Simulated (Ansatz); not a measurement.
# Decaying states in the gap of LiCaBr3

Wanted: the relaxed cell of LiCaBr3, its band edges and its decay constants. It is built by putting Li for Rb in the RbCaBr3 structure of space group Pm-3m, with the volume rescaled by atomic radii. The parent structure comes from the Materials Project.

Calculated with Ansatz 0.2.0; PBE DFT, plane waves, PAW files, in the first sound run; inputs show where later runs differ.

The structure was built from a prototype and need not be the compound's stable phase.

## (1) Set-up

The structure is cubic, space group Pm-3m (No. 221). Conventional cell: a = 5.272 Å, b = 5.272 Å, c = 5.272 Å, α = 90.00°, β = 90.00°, γ = 90.00°. Nearest to Li lie 12 Br at 3.73 Å. Nearest to Ca lie 6 Br at 2.64 Å. Br has 2 Ca at 2.64 Å nearest. It derives from RbCaBr3. Li for Rb in the RbCaBr3 structure of space group Pm-3m. Farther neighbours and most contacts between anions are not listed.

## (2) Cell and atoms at rest

The substituted atoms don't fit the parent's cell, so cell and atoms relax together. A small smearing keeps the run stable in case the gap closes on the way.

Contents of input.yaml:

```yaml
crystal:
  lattice:
    - [5.2724082405, 0.0, 0.0]
    - [0.0, 5.2724082405, 0.0]
    - [0.0, 0.0, 5.2724082405]
  atoms:
    - { symbol: Li, position: [0.5, 0.5, 0.5] }
    - { symbol: Ca, position: [0.0, 0.0, 0.0] }
    - { symbol: Br, position: [0.5, 0.0, 0.0] }
    - { symbol: Br, position: [0.0, 0.5, 0.0] }
    - { symbol: Br, position: [0.0, 0.0, 0.5] }
kpoints:
  mp_grid: { grid: [4, 4, 4] }
scf:
  occupations: { method: gaussian, width: 0.03 }
hamiltonian:
  xc: pbe
output:
  forces: true
  stress: true
relax:
  f_tol: 0.02
  max_steps: 60
  cell: {}
```

Started as:

```bash
> ansatz run input.yaml --threads 2 --pin off --max-ram 4096MiB --backend cpu --events-out ev --progress --plain --runs-dir out
```

Numbers of over 12 decimals in the logs are rounded to 6 here.

The program printed:

```text
Engine: ansatz 0.2.0, aarch64-unknown-linux-gnu
Pseudopotentials: kind: paw
Pseudopotential: Li, paw, valence charge 3, recommended cutoff 420 eV (normal), Li.paw.azcp
Pseudopotential: Ca, paw, valence charge 10, recommended cutoff 420 eV (normal), Ca.paw.azcp
Pseudopotential: Br, paw, valence charge 7, recommended cutoff 420 eV (normal), Br.paw.azcp
Functional definition: PBE
  parameter kappa = 0.804
  parameter beta = 0.066725
  exchange = pbe_x(kappa = kappa, mu = beta*pi^2/3)
  correlation = pbe_c(beta = beta)
Crystal: 5 atoms, lattice volume = 146.564 Å³
Basis set: ecut = 420 eV, 2897 PW (Γ), exchange–correlation on 72×72×72 points (8 copies of the dense FFT grid, shifted against one another)
Bands: 22, of which v1, the nominal top of the filled ones, is band 17 counted from 1 (16 counted from 0)
Symmetry: 48 space group operations
Space group: Pm-3m (ITA 221), of the structure as read, at distance tolerance 5.3e-5 Å
k-points: 10 of 64
Non-local potential: Li, projectors of the file, l = 0: 3, l = 1: 2, l = 2: 1
Non-local potential: Ca, projectors of the file, l = 0: 3, l = 1: 2, l = 2: 2
Non-local potential: Br, projectors of the file, l = 0: 2, l = 1: 2, l = 2: 2
PAW form: soft (Blöchl's): semilocal exchange-correlation on the pseudo side does not see the compensation charge
PAW one-centre angular grid: Li, 110 points (default); XC on 64 Gauss nodes
PAW one-centre angular grid: Ca, 110 points (default); XC on 64 Gauss nodes
PAW one-centre angular grid: Br, 110 points (default); XC on 64 Gauss nodes
Initial density: superposition of atomic densities (neutral atoms: chi_scale 0, normalization atom), corrected by the library's trained network
Initial wavefunctions: pseudopotential atomic-orbital guess
Functional: x = pbe(κ = 0.804, μ = 0.219515), c = pbe(β = 0.066725)
SCF iter   1: F=—  HF=-10378.243907 eV  |F-HF|=—  |Δ(HF+E_count)|=         —  Δρ=8.35e-4  dr2=1.16e-3  ethr=1.77e-3  ⟨swp⟩=9.6  Hψ=1454  notcnv=0
preconditioner: auto → Resta (q_TF=auto, 2.139 Å⁻¹)  ε∞=3.3  [insulator: Δε(μ)=2.996 eV  Ē_g=10.016 eV  σ=0.030 eV  W_gap=1.00  n_scr=26 (ndim 8)  ℏωp=15.0 eV  f_vac=0.106  D(μ)=0.00/eV (n_scr^D=0)  ε∞_Penn≈3.3]
SCF iter   2: F=—  HF=-10378.244096 eV  |F-HF|=—  |Δ(HF+E_count)|=   1.89e-4  Δρ=3.02e-4  dr2=1.29e-4  ethr=3.42e-6  ⟨swp⟩=3.7  Hψ=588  notcnv=0  defer=7
SCF iter   3: F=—  HF=-10378.244213 eV  |F-HF|=—  |Δ(HF+E_count)|=   1.17e-4  Δρ=1.29e-4  dr2=1.97e-5  ethr=3.80e-7  ⟨swp⟩=2.3  Hψ=336  notcnv=0  defer=7
SCF iter   4: F=—  HF=-10378.243896 eV  |F-HF|=—  |Δ(HF+E_count)|=   3.17e-4  Δρ=3.12e-5  dr2=1.36e-6  ethr=5.80e-8  ⟨swp⟩=2.0  Hψ=356  notcnv=0  defer=7
iter 5 did not close the SCF: its close was put off for the readings that it lacked (scf_convergence_deferred on its scf_iter line)
SCF iter   5: F=-10378.243898 eV  HF=-10378.243898 eV  |F-HF|=3.27e-8  |Δ(HF+E_count)|=   2.47e-6  Δρ=3.62e-6  dr2=2.09e-8  ethr=4.00e-9  ⟨swp⟩=2.0  Hψ=330  notcnv=0  defer=7
SCF iter   6: F=-10378.243898 eV  HF=-10378.243898 eV  |F-HF|=2.23e-9  |Δ(HF+E_count)|=   3.80e-8  Δρ=8.59e-7  dr2=1.39e-9  ethr=6.15e-11  ⟨swp⟩=2.9  Hψ=828  notcnv=0
SCF 1 converged in 6 iterations: F = -10378.243898 eV  dr2 = 1.39e-9
  greatest PAW one-centre occupation: 1.000 electrons in one spin orbital (limit 2), on the Li atom at site 0 (counted from 0), in its partial waves of l = 0
relax step   1: F+E_penalty+E_count = -10378.24389812 eV  Δ(F+E_penalty+E_count) = +0.000e0 eV  max|allowed force component| = 1.927e-29 eV/Å  Δτ_max = 0.0000 Å  P = +6.945 GPa  Ω = 146.564 Å³  (6 SCF iters, dr2 threshold 1.00e-7 eV, accepted)
Crystal: 5 atoms, lattice volume = 169.061 Å³
Basis set: ecut = 420 eV, 3287 PW (Γ), exchange–correlation on 72×72×72 points (8 copies of the dense FFT grid, shifted against one another)
Initial density: handed on by an earlier stage of this run
Initial wavefunctions: those handed on with the density
iter 1 solved again at ethr=6.30e-4 eV; its pass at ethr=3.10e-3 eV (dr2=2.14e-1 eV) is discarded
SCF iter   1: F=—  HF=-10378.911685 eV  |F-HF|=—  |Δ(HF+E_count)|=         —  Δρ=6.21e-3  dr2=2.15e-1  ethr=6.30e-4  ⟨swp⟩=1.1  Hψ=1515  notcnv=0
preconditioner: auto → Resta (q_TF=auto, 2.088 Å⁻¹)  ε∞=3.0  [insulator: Δε(μ)=3.008 eV  Ē_g=9.772 eV  σ=0.030 eV  W_gap=1.00  n_scr=26 (ndim 8)  ℏωp=14.0 eV  f_vac=0.170  D(μ)=0.00/eV (n_scr^D=0)  ε∞_Penn≈3.0]
SCF iter   2: F=—  HF=-10378.834297 eV  |F-HF|=—  |Δ(HF+E_count)|=   7.74e-2  Δρ=3.12e-3  dr2=5.89e-2  ethr=6.30e-4  ⟨swp⟩=3.0  Hψ=483  notcnv=0  defer=3
SCF iter   3: F=—  HF=-10378.808557 eV  |F-HF|=—  |Δ(HF+E_count)|=   2.57e-2  Δρ=5.67e-4  dr2=1.55e-3  ethr=1.73e-4  ⟨swp⟩=3.4  Hψ=488  notcnv=0  defer=6
SCF iter   4: F=—  HF=-10378.808597 eV  |F-HF|=—  |Δ(HF+E_count)|=   4.02e-5  Δρ=1.74e-4  dr2=7.90e-5  ethr=4.56e-6  ⟨swp⟩=2.3  Hψ=386  notcnv=0  defer=7
SCF iter   5: F=—  HF=-10378.808709 eV  |F-HF|=—  |Δ(HF+E_count)|=   1.13e-4  Δρ=3.06e-5  dr2=3.45e-6  ethr=2.32e-7  ⟨swp⟩=2.1  Hψ=341  notcnv=0  defer=8
SCF iter   6: F=-10378.808714 eV  HF=-10378.808714 eV  |F-HF|=2.35e-7  |Δ(HF+E_count)|=   4.36e-6  Δρ=8.92e-6  dr2=2.65e-7  ethr=1.47e-9  ⟨swp⟩=5.0  Hψ=855  notcnv=0
SCF 2 converged in 6 iterations: F = -10378.808714 eV  dr2 = 2.65e-7
relax step   2: F+E_penalty+E_count = -10378.80871398 eV  Δ(F+E_penalty+E_count) = -5.648e-1 eV  max|allowed force component| = 4.602e-31 eV/Å  Δτ_max = 0.0000 Å  P = +1.719 GPa  Ω = 169.061 Å³  energy of the carried Pulay correction = -1.108e-3 eV  (6 SCF iters, dr2 threshold 5.00e-7 eV, accepted)
Crystal: 5 atoms, lattice volume = 178.038 Å³
Basis set: ecut = 420 eV, 3431 PW (Γ), exchange–correlation on 72×72×72 points (8 copies of the dense FFT grid, shifted against one another)
iter 1 solved again at ethr=7.46e-5 eV; its pass at ethr=3.10e-3 eV (dr2=2.54e-2 eV) is discarded
SCF iter   1: F=—  HF=-10378.879263 eV  |F-HF|=—  |Δ(HF+E_count)|=         —  Δρ=2.08e-3  dr2=2.57e-2  ethr=7.46e-5  ⟨swp⟩=2.0  Hψ=1453  notcnv=0
preconditioner: auto → Resta (q_TF=auto, 2.070 Å⁻¹)  ε∞=3.0  [insulator: Δε(μ)=3.023 eV  Ē_g=9.564 eV  σ=0.030 eV  W_gap=1.00  n_scr=26 (ndim 8)  ℏωp=13.6 eV  f_vac=0.174  D(μ)=0.00/eV (n_scr^D=0)  ε∞_Penn≈3.0]
SCF iter   2: F=—  HF=-10378.870040 eV  |F-HF|=—  |Δ(HF+E_count)|=   9.22e-3  Δρ=1.01e-3  dr2=6.66e-3  ethr=7.46e-5  ⟨swp⟩=3.0  Hψ=411  notcnv=0
SCF iter   3: F=—  HF=-10378.867192 eV  |F-HF|=—  |Δ(HF+E_count)|=   2.85e-3  Δρ=2.10e-4  dr2=2.19e-4  ethr=1.96e-5  ⟨swp⟩=3.0  Hψ=418  notcnv=0
SCF iter   4: F=—  HF=-10378.867402 eV  |F-HF|=—  |Δ(HF+E_count)|=   2.10e-4  Δρ=5.58e-5  dr2=1.08e-5  ethr=6.45e-7  ⟨swp⟩=2.8  Hψ=433  notcnv=0  defer=1
SCF iter   5: F=—  HF=-10378.867412 eV  |F-HF|=—  |Δ(HF+E_count)|=   1.02e-5  Δρ=1.30e-5  dr2=5.79e-7  ethr=3.17e-8  ⟨swp⟩=2.0  Hψ=389  notcnv=0  defer=1
SCF iter   6: F=-10378.867413 eV  HF=-10378.867413 eV  |F-HF|=9.27e-8  |Δ(HF+E_count)|=   6.84e-7  Δρ=4.18e-6  dr2=7.68e-8  ethr=1.47e-9  ⟨swp⟩=4.3  Hψ=723  notcnv=0
SCF 3 converged in 6 iterations: F = -10378.867413 eV  dr2 = 7.68e-8
relax step   3: F+E_penalty+E_count = -10378.86741303 eV  Δ(F+E_penalty+E_count) = -5.870e-2 eV  max|allowed force component| = 1.597e-30 eV/Å  Δτ_max = 0.0000 Å  P = +0.446 GPa  Ω = 178.038 Å³  energy of the carried Pulay correction = -1.508e-3 eV  (6 SCF iters, dr2 threshold 5.00e-7 eV, accepted)
[...]
relax step   4: F+E_penalty+E_count = -10378.87237638 eV  Δ(F+E_penalty+E_count) = -4.963e-3 eV  max|allowed force component| = 2.355e-30 eV/Å  Δτ_max = 0.0000 Å  P = +0.046 GPa  Ω = 181.409 Å³  energy of the carried Pulay correction = -1.652e-3 eV  (5 SCF iters, dr2 threshold 4.97e-7 eV, accepted)
[...]
relax step   5: F+E_penalty+E_count = -10378.87408477 eV  Δ(F+E_penalty+E_count) = -1.708e-3 eV  max|allowed force component| = 1.897e-30 eV/Å  Δτ_max = 0.0000 Å  P = +0.061 GPa  Ω = 181.409 Å³  stress off target by 6.07e-2 GPa  SCF on the basis re-selected at this cell (its energy is not comparable with the rows above)  (8 SCF iters)
[...]
relax step   6: F+E_penalty+E_count = -10378.87416814 eV  Δ(F+E_penalty+E_count) = -8.337e-5 eV  max|allowed force component| = 2.176e-30 eV/Å  Δτ_max = 0.0000 Å  P = +0.003 GPa  Ω = 181.932 Å³  energy of the carried Pulay correction = -2.086e-5 eV  (5 SCF iters, dr2 threshold 9.20e-9 eV, accepted)
iter 1 solved again at ethr=3.81e-7 eV; its pass at ethr=3.10e-3 eV (dr2=1.30e-4 eV) is discarded
SCF iter   1: F=—  HF=-10378.874133 eV  |F-HF|=—  |Δ(HF+E_count)|=         —  Δρ=6.90e-6  dr2=1.12e-8  ethr=3.81e-7  ⟨swp⟩=3.2  Hψ=2059  notcnv=0
eigensolver tolerance schedule: the retry pair's looser diagonalisation over-reported the residual by 11545.07 of it (diagonalisation noise at an unbounded share of the residual, at the tolerance the schedule requests for it); recorded, not acted on — ethr = c·dr2/N_el stays at c = 1.0e-1
preconditioner: auto → Resta (q_TF=auto, 2.063 Å⁻¹)  ε∞=3.0  [insulator: Δε(μ)=3.014 eV  Ē_g=9.422 eV  σ=0.030 eV  W_gap=1.00  n_scr=26 (ndim 8)  ℏωp=13.5 eV  f_vac=0.173  D(μ)=0.00/eV (n_scr^D=0)  ε∞_Penn≈3.0]
SCF iter   2: F=—  HF=-10378.874195 eV  |F-HF|=—  |Δ(HF+E_count)|=   6.25e-5  Δρ=3.45e-6  dr2=3.69e-9  ethr=3.30e-11  ⟨swp⟩=4.5  Hψ=691  notcnv=0
SCF iter   3: F=—  HF=-10378.874196 eV  |F-HF|=—  |Δ(HF+E_count)|=   6.57e-7  Δρ=2.36e-6  dr2=1.81e-9  ethr=1.09e-11  ⟨swp⟩=2.5  Hψ=337  notcnv=0
SCF iter   4: F=—  HF=-10378.874197 eV  |F-HF|=—  |Δ(HF+E_count)|=   6.16e-7  Δρ=2.77e-7  dr2=1.49e-10  ethr=5.32e-12  ⟨swp⟩=2.0  Hψ=384  notcnv=0
SCF iter   5: F=-10378.874197 eV  HF=-10378.874197 eV  |F-HF|=3.75e-10  |Δ(HF+E_count)|=  6.97e-10  Δρ=2.19e-7  dr2=2.94e-11  ethr=1.00e-12  ⟨swp⟩=4.9  Hψ=730  notcnv=0
SCF 7 converged in 5 iterations: F = -10378.874197 eV  dr2 = 2.94e-11
relax step   7: F+E_penalty+E_count = -10378.87419654 eV  Δ(F+E_penalty+E_count) = -2.840e-5 eV  max|allowed force component| = 1.816e-30 eV/Å  Δτ_max = 0.0000 Å  P = +0.003 GPa  Ω = 181.932 Å³  stress off target by 3.11e-3 GPa  SCF on the basis re-selected at this cell (its energy is not comparable with the rows above)  (5 SCF iters)
basis re-selected at this cell: Δ(F+E_penalty+E_count) = -2.840e-5 eV, ΔP = -0.000 GPa vs the last step (what re-selecting the basis moved, of the pressure what is left beyond the Pulay correction that the steps carried, after the strain that the cell walked since its last selection, with what the two solves' SCF thresholds leave and, on support functions, any second-order correction that the steps lacked; it is no m [...]
SCF converged after 5 iterations
Free energy (F): -10378.874197 eV
Harris-Foulkes:  -10378.874197 eV  (|F-HF|=3.75e-10)
Internal energy: -10378.874197 eV  (E = F + TS)
E sigma→0 (E₀):  -10378.874197 eV
Fermi energy:    2.223908 eV
--- Per-component energies (eV) ---
  E_band       = -366.567724
  E_kinetic    = 699.219155
  E_local      = -2124.892537  (includes V_loc(G=0)·N_el)
  E_nonlocal   = 240.873395
  E_hartree    = 713.365121
  E_xc         = -942.281714
  E_vxc        = -496.593515  (∫ρ·V_xc dr)
  E_paw        = -7619.034480  (= ΣΔE_a)
  E_vpaw       = -111.904634  (= ΣTr[D̂ρ^β])
  E_aug_tail   = 0.000010  (compensation charges beyond the density's cutoff)
  E_ewald      = -1346.123147
  E_smearing   = -0.000000  (= −TS)
  E_closure    = -0.000000  (closes the sum)
  Σ components = -10378.874197   (vs F -10378.874197, Δ=0.00e0)
--- Forces (eV/Å), atoms counted from 1 ---
  atom   1  Li     0.00000000    -0.00000000     0.00000000
  atom   2  Ca    -0.00000000    -0.00000000     0.00000000
  atom   3  Br     0.00000000     0.00000000    -0.00000000
  atom   4  Br     0.00000000    -0.00000000    -0.00000000
  atom   5  Br     0.00000000     0.00000000     0.00000000
  max |Σ_I F_I| component: 2.75e-30 eV/Å
--- Stress (GPa, compression-positive) ---
        0.003107      -0.000000      -0.000000
       -0.000000       0.003107      -0.000000
       -0.000000      -0.000000       0.003107
  P = ⅓ Tr σ = 0.0031 GPa (0.031 kbar)
--- Relaxed structure (5 steps of the walk, 5 accepted, 2 SCFs on fresh bases) ---
  F+E_penalty+E_count = -10378.87419654 eV   max|allowed force component| = 1.816e-30 eV/Å   (the final SCF, on the basis selected at the relaxed cell)
  cell:  # Å, volume = 181.9321 Å³
    - [5.666346, 0, 0]
    - [0, 5.666346, 0]
    - [0, 0, 5.666346]
  atoms:
    - { symbol: Li, position: [0.5, 0.5, 0.5] }
    - { symbol: Ca, position: [0, 0, 0] }
    - { symbol: Br, position: [0.5, 0, 0] }
    - { symbol: Br, position: [0, 0.5, 0] }
    - { symbol: Br, position: [0, 0, 0.5] }
```

Elapsed: 7.5 s, on 2 threads of Arm Neoverse V2, shared host; peak memory 0.41 GiB; 14 s of CPU time.

Relaxation path:

```csv
step,energy less that of the first step (eV),largest force component (eV/Å),pressure (GPa),volume (Å³)
1,0.0000,0.0000,6.94,146.56
2,-0.5648,0.0000,1.72,169.06
3,-0.6235,0.0000,0.45,178.04
4,-0.6285,0.0000,0.05,181.41
5*,-0.6302,0.0000,0.06,181.41
6,-0.6303,0.0000,0.00,181.93
7*,-0.6303,0.0000,0.00,181.93
```

Relaxation steps marked * repeat the geometry before them on a plane-wave basis chosen anew for their cell, so energy and pressure can jump there.

The run keeps the 48 symmetry operations that it works with, so distortions that break them were not tested.

```csv
"conventional cell, symmetrised",before,after,change
a (Å),5.272,5.666,+7.5 %
b (Å),5.272,5.666,+7.5 %
c (Å),5.272,5.666,+7.5 %
volume (Å³/atom),29.31,36.39,+24.1 %
```

Final coordinates:

```xyz
5
Lattice="5.6663 0.0000 0.0000 0.0000 5.6663 0.0000 0.0000 0.0000 5.6663" Properties=species:S:1:pos:R:3 pbc="T T T"
Li    2.8332    2.8332    2.8332
Ca    0.0000    0.0000    0.0000
Br    2.8332    0.0000    0.0000
Br    0.0000    2.8332    0.0000
Br    0.0000    0.0000    2.8332
```

This step gave:

```yaml
free_energy: -10378.8742 eV
fermi_energy: 2.224 eV
pressure: 0.003107 GPa
```

The largest force component on a free atom ends at 1.8e-30 eV/Å.

## (3) The bulk crystal and its band edges

The energy window and the wavevectors of the next steps follow from the band edges, so these are searched first, off the mesh as well.

Contents of input.yaml:

```yaml
crystal:
  lattice:
    - [5.6663461144, 0.0, 0.0]
    - [0.0, 5.6663461144, 0.0]
    - [0.0, 0.0, 5.6663461144]
  atoms:
    - { symbol: Li, position: [0.5, 0.5, 0.5] }
    - { symbol: Ca, position: [0.0, 0.0, 0.0] }
    - { symbol: Br, position: [0.5, 0.0, 0.0] }
    - { symbol: Br, position: [0.0, 0.5, 0.0] }
    - { symbol: Br, position: [0.0, 0.0, 0.5] }
kpoints:
  mp_grid: { grid: [4, 4, 4] }
  band_path: { path: [VBM, CBM], npoints: 30 }
scf:
  occupations: { method: fixed }
hamiltonian:
  xc: pbe
output:
  eigenvalues: true
  write_potential: true
  write_density: true
  volumetric_format: npy
```

The program printed:

```text
[...]
Crystal: 5 atoms, lattice volume = 181.932 Å³
Basis set: ecut = 420 eV, 3575 PW (Γ)
Bands: 22, of which v1, the nominal top of the filled ones, is band 17 counted from 1 (16 counted from 0)
Symmetry: 48 space group operations
[...]
k-points: 10 of 64
[...]
SCF iter   1: F=—  HF=-10378.872596 eV  |F-HF|=—  |Δ(HF+E_count)|=         —  Δρ=1.01e-3  dr2=5.41e-3  ethr=1.77e-3  ⟨swp⟩=5.8  Hψ=1159  notcnv=0  defer=28
[...]
SCF iter   6: F=-10378.874229 eV  HF=-10378.874229 eV  |F-HF|=1.70e-8  |Δ(HF+E_count)|=   2.24e-6  Δρ=3.88e-6  dr2=4.26e-8  ethr=2.94e-10  ⟨swp⟩=11.3  Hψ=1430  notcnv=0
SCF 1 converged in 6 iterations: F = -10378.874229 eV  dr2 = 4.26e-8
[...]
NSCF: frozen V_eff on 20 k-points
[...]
SCF converged after 6 iterations
Free energy (F): -10378.874229 eV
[...]
Internal energy: -10378.874229 eV  (E = F + TS)
E sigma→0 (E₀):  -10378.874229 eV
Fermi energy:    0.716785 eV
[...]
--- Band table (eV; the first three rows and the last of 10) ---
  k-point 0: bands = [... 13 lower, 0.1421, 0.3780, 0.3780, 0.3780, 3.7312, 5.5797, 5.5797, 5.5797, ... 1 higher]
  k-point 1: bands = [... 13 lower, -0.0110, 0.0751, 0.3192, 0.3192, 4.2516, 5.6195, 6.0209, 6.0209, ... 1 higher]
  k-point 2: bands = [... 13 lower, -0.2499, 0.0109, 0.3072, 0.3072, 5.1841, 5.4934, 5.6610, 6.4902, ... 1 higher]
  k-point 9: bands = [... 13 lower, -0.7143, 0.7168, 0.7168, 0.7168, 4.5041, 7.2104, 7.2104, 7.2104, ... 1 higher]
```

Wall time 6.5 s (2 threads); peak memory 0.37 GiB; 12 s of CPU time.

Numbers from this step:

```yaml
fermi_energy: 0.7168 eV
gap_on_the_k_mesh: 3.014 eV
gap_on_path: 3.014 eV, by band count; negative where bands overlap
direct_gap_on_path: 3.353 eV
edge_places_on_path: 0, 0.9603 1/A along the path
```

Electronic bands along the path, in eV, zero at the Fermi level (highest filled level under fixed occupations); v1 is the highest filled band, c1 the lowest empty one:

```csv
point,v4,v3,v2,v1,c1,c2,c3,c4
VBM,-1.43,0.00,0.00,0.00,3.79,6.49,6.49,6.49
halfway,-1.20,-0.37,-0.37,-0.30,4.14,5.13,5.70,5.70
CBM,-0.57,-0.34,-0.34,-0.34,3.01,4.86,4.86,4.86
```

The searched edges give 3.01 eV, as on the mesh.

(Part 1 of 3 ends here.)

[Logs are printed without paths, hosts, clocks, repeated set-up lines and the standing remarks that a program may print on its own settings, such as how far it seeks lower states.]

[Hosts, paths, dates, database ids (printed as entryN), source tags and the programs' standing remarks are cut or masked in the printed files.]
